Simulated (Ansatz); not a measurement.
# Pd wire along [110], 12 atoms a period: bands by functional and under strain

Aim: is the Pd wire along [110], 12 atoms a period a metal or a semiconductor?

Calculated with Ansatz 0.2.0; DFT PBE, plane waves, PAW; relaxation of a wire's period, in the first sound run; inputs show where later runs differ.

Most raw output is cut from this account.

## 1. The starting structure

The cell holds 12 atoms: 12 Pd. Cell: a = 14.680 Å, b = 13.765 Å, c = 2.786 Å, α = 90.0°, β = 90.0°, γ = 90.0°. Vacuum lies along a and b. The structure's axis is c.

## 2. Relaxing the period

Band widths follow the bond lengths, so the wire is relaxed first. The atoms and the third cell vector are free; the box across stays fixed as vacuum. Moments are seeded so that a magnetic state can form if it lies lower. A Fermi-Dirac smearing is set since the result may be a metal. The pressure printed is a third of the stress's trace over the whole box, vacuum included; only the stress along the axis is relaxed.

The input, input.yaml:

```yaml
crystal:
  lattice:
    - [14.68, 0.0, 0.0]
    - [0.0, 13.765, 0.0]
    - [0.0, 0.0, 2.7860007179]
  atoms:
    - { symbol: Pd, position: [0.231607629, 0.449400706, 0.0], spin: 0.48 }
    - { symbol: Pd, position: [0.5, 0.651798143, 0.0], spin: 0.48 }
    - { symbol: Pd, position: [0.5, 0.449400706, 0.0], spin: 0.48 }
    - { symbol: Pd, position: [0.768392371, 0.651798143, 0.0], spin: 0.48 }
    - { symbol: Pd, position: [0.768392371, 0.449400706, 0.0], spin: 0.48 }
    - { symbol: Pd, position: [0.365803815, 0.348201988, 0.5], spin: 0.48 }
    - { symbol: Pd, position: [0.365803815, 0.550599424, 0.5], spin: 0.48 }
    - { symbol: Pd, position: [0.365803815, 0.752996861, 0.5], spin: 0.48 }
    - { symbol: Pd, position: [0.634196185, 0.348201988, 0.5], spin: 0.48 }
    - { symbol: Pd, position: [0.634196185, 0.550599424, 0.5], spin: 0.48 }
    - { symbol: Pd, position: [0.634196185, 0.752996861, 0.5], spin: 0.48 }
    - { symbol: Pd, position: [0.5, 0.247003269, 0.0], spin: 0.48 }
magnetization:
  spin_polarized: true
kpoints:
  mp_grid: { grid: [1, 1, 29] }
scf:
  occupations: { method: fermi_dirac, width: 0.05 }
hamiltonian:
  xc: pbe
relax:
  cell: { fix: [a, b, alpha, beta, gamma] }
  max_steps: 60
```

Launch:

```sh
ansatz run input.yaml --threads 8 --pin off --max-ram 16384MiB --backend cpu --events-out ev --progress --plain --runs-dir out
```

It took 7.1 min on 8 threads of Arm Neoverse V2, shared host; peak memory 3.5 GiB.

Relaxation path:

| step | energy less that of the first step (eV) | largest force component (eV/Å) | pressure (GPa) | volume (Å³) |
| --- | --- | --- | --- | --- |
| 1 | 0.0000 | 0.8114 | -2.16 | 562.97 |
| 2 | -0.2530 | 0.7297 | 1.52 | 543.18 |
| 3 | -0.3732 | 0.1221 | -0.24 | 545.83 |
| 4 | -0.3655 | 0.1694 | -0.16 | 543.00 |
| 5 | -0.3853 | 0.0325 | -0.05 | 543.06 |
| 6 | -0.3872 | 0.0215 | -0.01 | 542.34 |
| 7 | -0.3874 | 0.0028 | 0.00 | 542.04 |
| 8* | -0.3832 | 0.0027 | 0.01 | 542.04 |

Relaxation steps marked * repeat the geometry before them on a plane-wave basis chosen anew for their cell, so energy and pressure can jump there. Relaxation step 4 was tried and not accepted.

Forces are held to the 2 operations that the run works with; a distortion that breaks them can't arise in this run.

| cell as run | before | after | change |
| --- | --- | --- | --- |
| c (Å) | 2.786 | 2.682 | -3.7 % |

The atoms that moved most (Å, along periodic axes as changes of fractional coordinates times the final cell, across vacuum about the mean position):

| atom | dx | dy | dz | length |
| --- | --- | --- | --- | --- |
| Pd8 | -0.097 | -0.110 | 0.000 | 0.147 |
| Pd11 | 0.095 | -0.076 | 0.000 | 0.122 |
| Pd4 | 0.048 | -0.105 | 0.000 | 0.115 |
| Pd2 | -0.010 | 0.113 | 0.000 | 0.113 |
| Pd1 | 0.104 | -0.026 | 0.000 | 0.107 |
| Pd7 | -0.042 | 0.086 | 0.000 | 0.096 |
| Pd12 | 0.017 | 0.079 | 0.000 | 0.081 |
| Pd3 | -0.044 | 0.039 | 0.000 | 0.059 |

This step gave:

* energy at zero smearing: -83666.1088 eV
* total moment: 2.471 μB
* absolute moment: 2.587 μB
* cell length along the wire: 2.682 Å

Site moment by atom:

| atom | site moment (μB) |
| --- | --- |
| Pd1 | 0.292 |
| Pd2 | 0.244 |
| Pd3 | 0.297 |
| Pd4 | 0.119 |
| Pd5 | 0.110 |
| Pd6 | 0.239 |
| Pd7 | 0.265 |
| Pd8 | 0.178 |
| Pd9 | 0.133 |
| Pd10 | 0.243 |
| Pd11 | 0.141 |
| Pd12 | 0.172 |

The cell's length comes to 2.682 Å with an absolute moment of 2.59 μB a cell.

## 3. The wire at its relaxed period

This step: DFT PBE, plane waves, PAW; bands of a perfect wire (Ansatz 0.2.0).

At the relaxed period the bands are computed along the axis; those that cross an energy going forward count the channels that a perfect wire would open there.

The input, input.yaml:

```yaml
crystal:
  lattice:
    - [14.68, 0.0, 0.0]
    - [0.0, 13.765, 0.0]
    - [0.0, 0.0, 2.6824547072]
  atoms:
    - { symbol: Pd, position: [0.23868049, 0.447485452, 0.0], spin: 0.31 }
    - { symbol: Pd, position: [0.499341443, 0.66000854, 0.0], spin: 0.26 }
    - { symbol: Pd, position: [0.49698572, 0.452246775, 0.0], spin: 0.32 }
    - { symbol: Pd, position: [0.771643423, 0.64420422, 0.0], spin: 0.13 }
    - { symbol: Pd, position: [0.765965056, 0.450236511, 0.0], spin: 0.12 }
    - { symbol: Pd, position: [0.365240688, 0.34570443, 0.5], spin: 0.25 }
    - { symbol: Pd, position: [0.362959184, 0.556880663, 0.5], spin: 0.28 }
    - { symbol: Pd, position: [0.359216845, 0.744988182, 0.5], spin: 0.19 }
    - { symbol: Pd, position: [0.636113826, 0.349162769, 0.5], spin: 0.14 }
    - { symbol: Pd, position: [0.630390824, 0.551278057, 0.5], spin: 0.26 }
    - { symbol: Pd, position: [0.640678103, 0.747482456, 0.5], spin: 0.15 }
    - { symbol: Pd, position: [0.50117677, 0.252720163, 0.0], spin: 0.18 }
magnetization:
  spin_polarized: true
kpoints:
  mp_grid: { grid: [1, 1, 30] }
  band_path: { path: ["Γ", Z], npoints: 50 }
scf:
  occupations: { method: fermi_dirac, width: 0.05 }
hamiltonian:
  xc: pbe
output:
  dos: { e_range: [-5, 4] }
  write_potential: true
  write_density: true
  volumetric_format: npy
  elf: true
```

It took 2.9 min on 8 threads; peak memory 5.2 GiB.

Numbers from this step:

- energy at zero smearing: -83666.1134 eV
- total moment: 2.388 μB
- absolute moment: 2.509 μB
- band gap on the path through both edges: 0 eV

Spin density in the ca plane at fractional y = 0.447, with atoms of Pd within 0.2 Å of it.

Values in e/Å³, 24 rows by 14 columns, each cell a mean:
```
0.00 0.00 0.00 0.00 0.00 0.00 0.00 0.00 0.00 0.00 0.00 0.00 0.00 0.00
0.00 0.00 0.00 0.00 0.00 0.00 0.00 0.00 0.00 0.00 0.00 0.00 0.00 0.00
0.00 0.00 0.00 0.00 0.00 0.00 0.00 0.00 0.00 0.00 0.00 0.00 0.00 0.00
0.00 0.00 0.00 0.00 0.00 0.00 0.00 0.00 0.00 0.00 0.00 0.00 0.00 0.00
0.02 0.03 0.03 0.02 0.01 0.00 0.00 0.00 0.00 0.00 0.01 0.02 0.03 0.03
0.07 0.06 0.06 0.04 0.02 0.00 0.00 0.00 0.00 0.00 0.02 0.04 0.06 0.06
0.01 0.02 0.02 0.01 0.01 0.00 0.00 0.00 0.00 0.00 0.01 0.01 0.02 0.02
0.00 0.00 0.00 0.00 0.00 0.00 0.00 0.00 0.00 0.00 0.00 0.00 0.00 0.00
0.00 0.00 0.00 0.00 0.00 0.00 0.00 0.00 0.00 0.00 0.00 0.00 0.00 0.00
0.00 0.00 0.00 0.00 0.00 0.00 0.00 0.00 0.00 0.00 0.00 0.00 0.00 0.00
0.01 0.02 0.02 0.02 0.01 0.00 0.00 0.00 0.00 0.00 0.01 0.02 0.02 0.02
0.15 0.16 0.16 0.10 0.04 0.01 0.00 0.00 0.00 0.01 0.04 0.10 0.16 0.16
0.13 0.16 0.16 0.10 0.04 0.01 0.00 0.00 0.00 0.01 0.04 0.10 0.16 0.16
0.01 0.01 0.01 0.01 0.00 0.00 0.00 0.00 0.00 0.00 0.00 0.01 0.01 0.01
0.00 0.00 0.00 0.00 0.00 0.00 0.00 0.00 0.00 0.00 0.00 0.00 0.00 0.00
0.00 0.00 0.00 0.00 0.00 0.00 0.00 0.00 0.00 0.00 0.00 0.00 0.00 0.00
0.01 0.01 0.01 0.00 0.00 0.00 0.00 0.00 0.00 0.00 0.00 0.00 0.01 0.01
0.12 0.12 0.12 0.08 0.03 0.01 0.00 0.00 0.00 0.01 0.03 0.08 0.12 0.12
0.13 0.15 0.16 0.11 0.05 0.01 0.00 0.00 0.00 0.01 0.05 0.11 0.16 0.15
0.02 0.03 0.02 0.02 0.01 0.00 0.00 0.00 0.00 0.00 0.01 0.02 0.02 0.03
0.00 0.00 0.00 0.00 0.00 0.00 0.00 0.00 0.00 0.00 0.00 0.00 0.00 0.00
0.00 0.00 0.00 0.00 0.00 0.00 0.00 0.00 0.00 0.00 0.00 0.00 0.00 0.00
0.00 0.00 0.00 0.00 0.00 0.00 0.00 0.00 0.00 0.00 0.00 0.00 0.00 0.00
0.00 0.00 0.00 0.00 0.00 0.00 0.00 0.00 0.00 0.00 0.00 0.00 0.00 0.00
```
Columns run along c (2.7 Å), rows up along a (14.7 Å). Atoms in or near the plane, at fractional coordinates: Pd at (0.00, 0.24), Pd at (0.00, 0.50), Pd at (0.00, 0.77).

Valence density in the ca plane at fractional y = 0.447, with atoms of Pd within 0.2 Å of it. It is the smooth field of the valence electrons, not physical close to the nuclei.

Ten even steps from '0' (0 e/Å³) to '9' (13 e/Å³), each cell a mean:
```
00000000000000
00000000000000
00000000000000
00000000000000
44310000000134
99741000001479
43210000000123
00000000000000
00000000000000
00000000000000
11000000000001
88631000001368
77521000001257
00000000000000
00000000000000
00000000000000
00000000000000
77521000001257
98631000001368
11100000000011
00000000000000
00000000000000
00000000000000
00000000000000
```
Columns run along c (2.7 Å), rows up along a (14.7 Å). Atoms in or near the plane, at fractional coordinates: Pd at (0.00, 0.24), Pd at (0.00, 0.50), Pd at (0.00, 0.77).

ELF in the ca plane at fractional y = 0.447, with atoms of Pd within 0.2 Å of it. It is the smooth field of the valence electrons, not physical close to the nuclei.

Values, 24 rows by 14 columns, each cell a mean:
```
0.00 0.00 0.00 0.00 0.00 0.00 0.00 0.00 0.00 0.00 0.00 0.00 0.00 0.00
0.03 0.03 0.03 0.03 0.03 0.03 0.02 0.02 0.02 0.03 0.03 0.03 0.03 0.03
0.10 0.10 0.09 0.09 0.08 0.08 0.08 0.07 0.08 0.08 0.08 0.09 0.09 0.10
0.25 0.24 0.22 0.19 0.17 0.16 0.15 0.15 0.15 0.16 0.17 0.19 0.22 0.24
0.50 0.50 0.49 0.43 0.33 0.24 0.21 0.21 0.21 0.24 0.33 0.43 0.49 0.50
0.31 0.37 0.49 0.52 0.43 0.28 0.21 0.21 0.21 0.28 0.43 0.52 0.49 0.37
0.48 0.48 0.46 0.38 0.28 0.20 0.20 0.21 0.20 0.20 0.28 0.38 0.46 0.48
0.22 0.21 0.20 0.19 0.19 0.20 0.20 0.21 0.20 0.20 0.19 0.19 0.20 0.21
0.15 0.15 0.16 0.17 0.18 0.19 0.20 0.20 0.20 0.19 0.18 0.17 0.16 0.15
0.16 0.16 0.16 0.17 0.18 0.19 0.20 0.20 0.20 0.19 0.18 0.17 0.16 0.16
0.41 0.39 0.34 0.27 0.21 0.19 0.20 0.21 0.20 0.19 0.21 0.27 0.34 0.39
0.38 0.43 0.50 0.51 0.40 0.26 0.20 0.21 0.20 0.26 0.40 0.51 0.50 0.43
0.44 0.47 0.51 0.48 0.37 0.24 0.20 0.21 0.20 0.24 0.37 0.48 0.51 0.47
0.34 0.32 0.28 0.23 0.19 0.19 0.20 0.20 0.20 0.19 0.19 0.23 0.28 0.32
0.15 0.15 0.16 0.17 0.18 0.18 0.19 0.19 0.19 0.18 0.18 0.17 0.16 0.15
0.16 0.16 0.17 0.17 0.18 0.18 0.19 0.19 0.19 0.18 0.18 0.17 0.17 0.16
0.33 0.32 0.29 0.24 0.20 0.20 0.21 0.21 0.21 0.20 0.20 0.24 0.29 0.32
0.44 0.47 0.51 0.49 0.37 0.24 0.19 0.21 0.19 0.24 0.37 0.49 0.51 0.47
0.36 0.42 0.51 0.52 0.43 0.28 0.21 0.21 0.21 0.28 0.43 0.52 0.51 0.42
0.44 0.43 0.39 0.32 0.25 0.21 0.19 0.19 0.19 0.21 0.25 0.32 0.39 0.43
0.16 0.15 0.15 0.14 0.13 0.12 0.12 0.12 0.12 0.12 0.13 0.14 0.15 0.15
0.06 0.06 0.06 0.05 0.05 0.05 0.05 0.05 0.05 0.05 0.05 0.05 0.06 0.06
0.01 0.01 0.01 0.01 0.01 0.01 0.01 0.01 0.01 0.01 0.01 0.01 0.01 0.01
0.00 0.00 0.00 0.00 0.00 0.00 0.00 0.00 0.00 0.00 0.00 0.00 0.00 0.00
```
Columns run along c (2.7 Å), rows up along a (14.7 Å). Atoms in or near the plane, at fractional coordinates: Pd at (0.00, 0.24), Pd at (0.00, 0.50), Pd at (0.00, 0.77).

Between Γ and Z the bands cross the Fermi level 22 times, so a perfect wire would conduct at least 11 G₀, with an absolute moment of 2.51 μB a cell.

## 4. Levels at the same atoms, k-mesh 1×1×23

This step: DFT LDA, plane waves, PAW; bands of a perfect wire at the PBE geometry (Ansatz 0.2.0).

The atoms stay at the PBE geometry and the functional changes. At fixed atoms LDA and the gradient-corrected functionals usually give like bands; this run checks that. Against the first PBE run of this kind, the mesh along the wire has 23 points against 30.

Changes to input.yaml since step 3:

```diff
@@ -21,3 +21,3 @@
 kpoints:
-  mp_grid: { grid: [1, 1, 30] }
+  mp_grid: { grid: [1, 1, 23] }
   band_path: { path: ["Γ", Z], npoints: 50 }
@@ -26,8 +26,2 @@
 hamiltonian:
-  xc: pbe
-output:
-  dos: { e_range: [-5, 4] }
-  write_potential: true
-  write_density: true
-  volumetric_format: npy
-  elf: true
+  xc: lda
```

It took 2.5 min on 8 threads; peak memory 5.2 GiB.

Numbers from this step:

```yaml
energy_at_zero_smearing: -82123.5708 eV
```

Bands cross the Fermi level, as under PBE at the relaxed period, with no moment.

## 5. Levels at the same atoms, k-mesh 1×1×23 (run 2)

This step: DFT PBEsol, plane waves, PAW; bands of a perfect wire at the PBE geometry (Ansatz 0.2.0).

Changes to input.yaml since step 4:

```diff
@@ -26,2 +26,2 @@
 hamiltonian:
-  xc: lda
+  xc: pbesol
```

Elapsed: 2.2 min, on 8 threads; peak memory 5.2 GiB.

Bands cross the Fermi level, as under PBE at the relaxed period, with an absolute moment of 2.12 μB a cell.

For the absolute moment, step 3 gave 2.51 μB; this run, with PBEsol PBE and k-mesh 1×1×23, gives 2.12 μB (-16 %).

## 6. Levels at the same atoms, cutoff 500 eV, k-mesh 1×1×23

This step: DFT r2SCAN, plane waves, PAW; bands of a perfect wire at the PBE geometry (Ansatz 0.2.0).

The atoms stay at the PBE geometry and the functional changes. r2SCAN also reads the kinetic-energy density; it often gives larger moments and wider gaps than PBE, at a higher cost. Against the first PBE run of this kind, the cutoff is 500 eV against 420 and the mesh along the wire has 23 points against 30.

Changes to input.yaml since step 5:

```diff
@@ -26,2 +26,2 @@
 hamiltonian:
-  xc: pbesol
+  xc: r2scan
```

Wall time 3.6 min (8 threads); peak memory 7.2 GiB; 28 min of CPU time.

Bands cross the Fermi level, as under PBE at the relaxed period, with an absolute moment of 5.54 μB a cell.

Between step 5 and this run (r2SCAN PBE and cutoff 500 eV) the value for the absolute moment moves from 2.12 μB to 5.54 μB (+162 %).

## 7. Another level of theory, k-mesh 1×1×23

This step: DFT PBE, plane waves, PAW; bands of a perfect wire at the PBE geometry (Ansatz 0.2.0).

The same atoms without spin show what the magnetic order does to the bands. Against the first PBE run of this kind, the mesh along the wire has 23 points against 30.

The input, input.yaml:

```yaml
crystal:
  lattice:
    - [14.68, 0.0, 0.0]
    - [0.0, 13.765, 0.0]
    - [0.0, 0.0, 2.6824547072]
  atoms:
    - { symbol: Pd, position: [0.23868049, 0.447485452, 0.0] }
    - { symbol: Pd, position: [0.499341443, 0.66000854, 0.0] }
    - { symbol: Pd, position: [0.49698572, 0.452246775, 0.0] }
    - { symbol: Pd, position: [0.771643423, 0.64420422, 0.0] }
    - { symbol: Pd, position: [0.765965056, 0.450236511, 0.0] }
    - { symbol: Pd, position: [0.365240688, 0.34570443, 0.5] }
    - { symbol: Pd, position: [0.362959184, 0.556880663, 0.5] }
    - { symbol: Pd, position: [0.359216845, 0.744988182, 0.5] }
    - { symbol: Pd, position: [0.636113826, 0.349162769, 0.5] }
    - { symbol: Pd, position: [0.630390824, 0.551278057, 0.5] }
    - { symbol: Pd, position: [0.640678103, 0.747482456, 0.5] }
    - { symbol: Pd, position: [0.50117677, 0.252720163, 0.0] }
kpoints:
  mp_grid: { grid: [1, 1, 23] }
  band_path: { path: ["Γ", Z], npoints: 50 }
scf:
  occupations: { method: fermi_dirac, width: 0.05 }
hamiltonian:
  xc: pbe
```

The job ended after 55 s (8 threads; peak memory 3.8 GiB; 7.2 min of CPU time).

Electronic bands along the path, in eV, zero at the Fermi level:

| point | band 107 | band 108 | band 109 | band 110 | band 111 | band 112 | band 113 | band 114 |
| --- | --- | --- | --- | --- | --- | --- | --- | --- |
| Γ | -0.10 | -0.03 | 0.02 | 0.02 | 0.07 | 0.12 | 0.18 | 0.26 |
| halfway | -0.23 | -0.17 | -0.12 | -0.03 | 0.05 | 0.52 | 0.88 | 1.38 |
| Z | 0.35 | 0.35 | 2.70 | 2.71 | 2.96 | 3.10 | 3.57 | 3.71 |

Bands cross the Fermi level, as under PBE at the relaxed period.

## 8. Two-component spinors, k-mesh 1×1×19

This step: DFT PBE, plane waves, fully relativistic PAW; bands of a perfect wire with spin-orbit coupling (Ansatz 0.2.0).

Spin-orbit coupling mixes the spins and splits bands that cross or touch without it, so it can open or close channels. Fully relativistic datasets take the place of the scalar ones. Against the first PBE run of this kind, the mesh along the wire has 19 points against 30.

The input, input.yaml:

```yaml
crystal:
  lattice:
    - [14.68, 0.0, 0.0]
    - [0.0, 13.765, 0.0]
    - [0.0, 0.0, 2.6824547072]
  atoms:
    - { symbol: Pd, position: [0.23868049, 0.447485452, 0.0], spin: 0.31, spin_axis: [0.0, 0.0, 1.0] }
    - { symbol: Pd, position: [0.499341443, 0.66000854, 0.0], spin: 0.26, spin_axis: [0.0, 0.0, 1.0] }
    - { symbol: Pd, position: [0.49698572, 0.452246775, 0.0], spin: 0.32, spin_axis: [0.0, 0.0, 1.0] }
    - { symbol: Pd, position: [0.771643423, 0.64420422, 0.0], spin: 0.13, spin_axis: [0.0, 0.0, 1.0] }
    - { symbol: Pd, position: [0.765965056, 0.450236511, 0.0], spin: 0.12, spin_axis: [0.0, 0.0, 1.0] }
    - { symbol: Pd, position: [0.365240688, 0.34570443, 0.5], spin: 0.25, spin_axis: [0.0, 0.0, 1.0] }
    - { symbol: Pd, position: [0.362959184, 0.556880663, 0.5], spin: 0.28, spin_axis: [0.0, 0.0, 1.0] }
    - { symbol: Pd, position: [0.359216845, 0.744988182, 0.5], spin: 0.19, spin_axis: [0.0, 0.0, 1.0] }
    - { symbol: Pd, position: [0.636113826, 0.349162769, 0.5], spin: 0.14, spin_axis: [0.0, 0.0, 1.0] }
    - { symbol: Pd, position: [0.630390824, 0.551278057, 0.5], spin: 0.26, spin_axis: [0.0, 0.0, 1.0] }
    - { symbol: Pd, position: [0.640678103, 0.747482456, 0.5], spin: 0.15, spin_axis: [0.0, 0.0, 1.0] }
    - { symbol: Pd, position: [0.50117677, 0.252720163, 0.0], spin: 0.18, spin_axis: [0.0, 0.0, 1.0] }
kpoints:
  mp_grid: { grid: [1, 1, 19] }
  band_path: { path: ["Γ", Z], npoints: 50 }
scf:
  occupations: { method: fermi_dirac, width: 0.05 }
hamiltonian:
  xc: pbe
  pseudopotentials: { kind: paw_fr }
magnetization:
  noncollinear: true
  spin_orbit: true
```

Run time: 42 min. Hardware: 8 threads; peak memory 15 GiB; 5.5 h of CPU time.

This step gave:

* energy at zero smearing: -83690.9466 eV
* total moment: 1.552 μB
* absolute moment: 1.638 μB

The electronic bands at the labelled points (eV, zero at the Fermi level; # counts the bands kept):

| point | #60 | #61 | #62 | #63 | #64 | #65 | #66 | #67 |
| --- | --- | --- | --- | --- | --- | --- | --- | --- |
| Γ | -0.04 | -0.03 | -0.01 | 0.03 | 0.04 | 0.07 | 0.07 | 0.12 |
| halfway | -0.18 | -0.13 | -0.11 | -0.07 | -0.03 | 0.02 | 0.11 | 0.46 |
| Z | 0.40 | 2.65 | 2.66 | 2.68 | 2.69 | 2.90 | 2.96 | 3.06 |

Bands cross the Fermi level, as under PBE at the relaxed period, with an absolute moment of 1.64 μB a cell.

[end of part 1 of 2]

[Logs are printed without paths, hosts, clocks, repeated set-up lines and the standing remarks that a program may print on its own settings, such as how far it seeks lower states.]

[Hosts, paths, dates, database ids (printed as entryN), source tags and the programs' standing remarks are cut or masked in the printed files.]
